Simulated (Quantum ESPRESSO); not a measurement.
## GaN, zinc blende: band edges under a change of volume

How fast do the gaps move when the cell is scaled evenly?

Calculated with Quantum ESPRESSO 7.5, PBEsol, GBRV 1.5 ultrasoft potentials, cutoff 680 eV, Fermi–Dirac smearing 0.02 eV, k-mesh 11×11×11, no spin polarisation, no spin-orbit coupling.

Reference cell, relaxed at zero pressure with PBEsol (F-43m): a = 3.1814 Å, b = 3.1814 Å, c = 3.1814 Å, α = 60.00°, β = 60.00°, γ = 60.00°.

```csv
atom,x,y,z
Ga,0.0000,0.0000,0.0000
N,0.7500,0.7500,0.7500
```

Levels are read on the k-mesh and along lines from Γ to X = (0.5, 0, 0.5), L = (0.5, 0.5, 0.5), K = (0.375, 0.375, 0.75) and W = (0.5, 0.25, 0.75) in the reciprocal basis of this cell (the letters only name these points), and count from the highest filled level.

```
ln(V/V0)  gap (eV)  direct gap at Γ (eV)
 −0.0619     2.110                 2.110
 −0.0408     1.977                 1.977
 −0.0202     1.847                 1.847
  0.0000     1.719                 1.719
  0.0392     1.471                 1.471
  0.0583     1.351                 1.351
```

**Question.** Fit the direct gap at Γ and give it at ln(V/V0) = 0.0198, a row left out above.

A straight line through the 6 rows: the means are −0.004233 for ln(V/V0) and 1.7458 for the level, Σ(Δx)² = 0.01073 and ΣΔxΔy = −0.06781, so the slope is −0.06781/0.01073 = −6.3183 and the intercept 1.7458 − (−6.3183)(−0.004233) = 1.7191.

The slope is the volume deformation potential of this gap, −6.32 eV, as a mean over the range. The line gives 1.594 eV. The run itself gives 1.594 eV, so the estimate misses by 0.000 eV, a rounding's worth.

The gap is direct at Γ in every row. Semilocal functionals give gaps that are too small, and the error differs from valley to valley, so the order of close valleys can be wrong too.

[Logs are printed without paths, hosts, clocks, repeated set-up lines and the standing remarks that a program may print on its own settings, such as how far it seeks lower states.]
